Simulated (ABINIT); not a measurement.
Planning a run of ABINIT 10.8.3 on CsPbCl3 (Pm-3m). The input:

```
acell 3*1.0 Angstrom
rprim 
  5.605000000000 0.000000000000 0.000000000000
  0.000000000000 5.605000000000 0.000000000000
  0.000000000000 0.000000000000 5.605000000000
ntypat 3
znucl 55 82 17
natom 5
typat 1 2 3 3 3
xred 
  0.000000000000 0.000000000000 0.000000000000
  0.500000000000 0.500000000000 0.500000000000
  0.500000000000 0.500000000000 0.000000000000
  0.000000000000 0.500000000000 0.500000000000
  0.500000000000 0.000000000000 0.500000000000
pp_dirpath "pseudos"
pseudos "Cs.upf, Pb.upf, Cl.upf"
ecut 32
ngkpt 4 4 4
nshiftk 1
shiftk 0.11 0.21 0.31
kptopt 3
chksymbreak 0
iscf -2
irdden 1
istwfk *1
nband 43
nbdbuf 4
tolwfr 1e-09
nstep 60
prtvol 0
indata_prefix "in"
outdata_prefix "out"
tmpdata_prefix "tmp"
```

```sh
OMP_NUM_THREADS=1 mpirun -n 4 abinit run.abi > log
```

Estimate wall time and host memory on 4 MPI ranks of Arm Neoverse N1, shared host.

It took 6.5 min; on shared hardware allow 3.3 min to 13 min. Peak host memory was 0.74 GiB.

[Paths, hosts, dates, memory and timing lines, banners, echoed tables and standing remarks are left out of the program output.]

[Logs are printed without paths, hosts, clocks, repeated set-up lines and the standing remarks that a program may print on its own settings, such as how far it seeks lower states.]

[Runs of the session that timed out or met a known fault of the program may be left out.]

[Hosts, paths, dates, database ids (printed as entryN), source tags and the programs' standing remarks are cut or masked in the printed files.]

[G0W0 gaps are taken among the corrected bands and points alone; a level outside them can change the order at an edge.]

[Where Ansatz stands beside ABINIT at settings called matched, ABINIT's density can come from a denser mesh and the files from another edition; pairs whose starting gaps differed by over 0.03 eV were left out, so agreement reads better than it is.]
